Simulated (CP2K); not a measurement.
The C K edge of 2-mercaptopyrrole was computed by TDDFT (CP2K XAS_TDP, aug-cc-pVDZ, TDA) at these levels: PBE0, PBEh(45%) and PBEh(45%) + GW2X. The first three lines of C2 (bonded to C, N and S) with a strength over 0.0015, energy in eV and strength:

| run | first | second | third |
| --- | --- | --- | --- |
| 1 | 288.14 (0.045) | 289.81 (0.034) | 290.48 (0.002) |
| 2 | 283.19 (0.046) | 284.86 (0.034) | 285.52 (0.003) |
| 3 | 277.50 (0.032) | 278.56 (0.006) | 278.89 (0.016) |

Which run is which?

Run 1: PBEh(45%) + GW2X (45 % exact exchange). Run 2: PBEh(45%) (45 % exact exchange). Run 3: PBE0 (25 % exact exchange). Self-interaction lifts the core level, so the uncorrected lines rise with the share of exact exchange. The GW2X run keeps the spacings of its parent: 1.67 eV between the first two lines in run 1, 1.67 eV in run 2. Its shift is +4.95 eV, since the Kohn–Sham level at this share of exchange lies that far above the quasiparticle level.

[Hosts, paths, dates, database ids (printed as entryN), source tags and the programs' standing remarks are cut or masked in the printed files.]
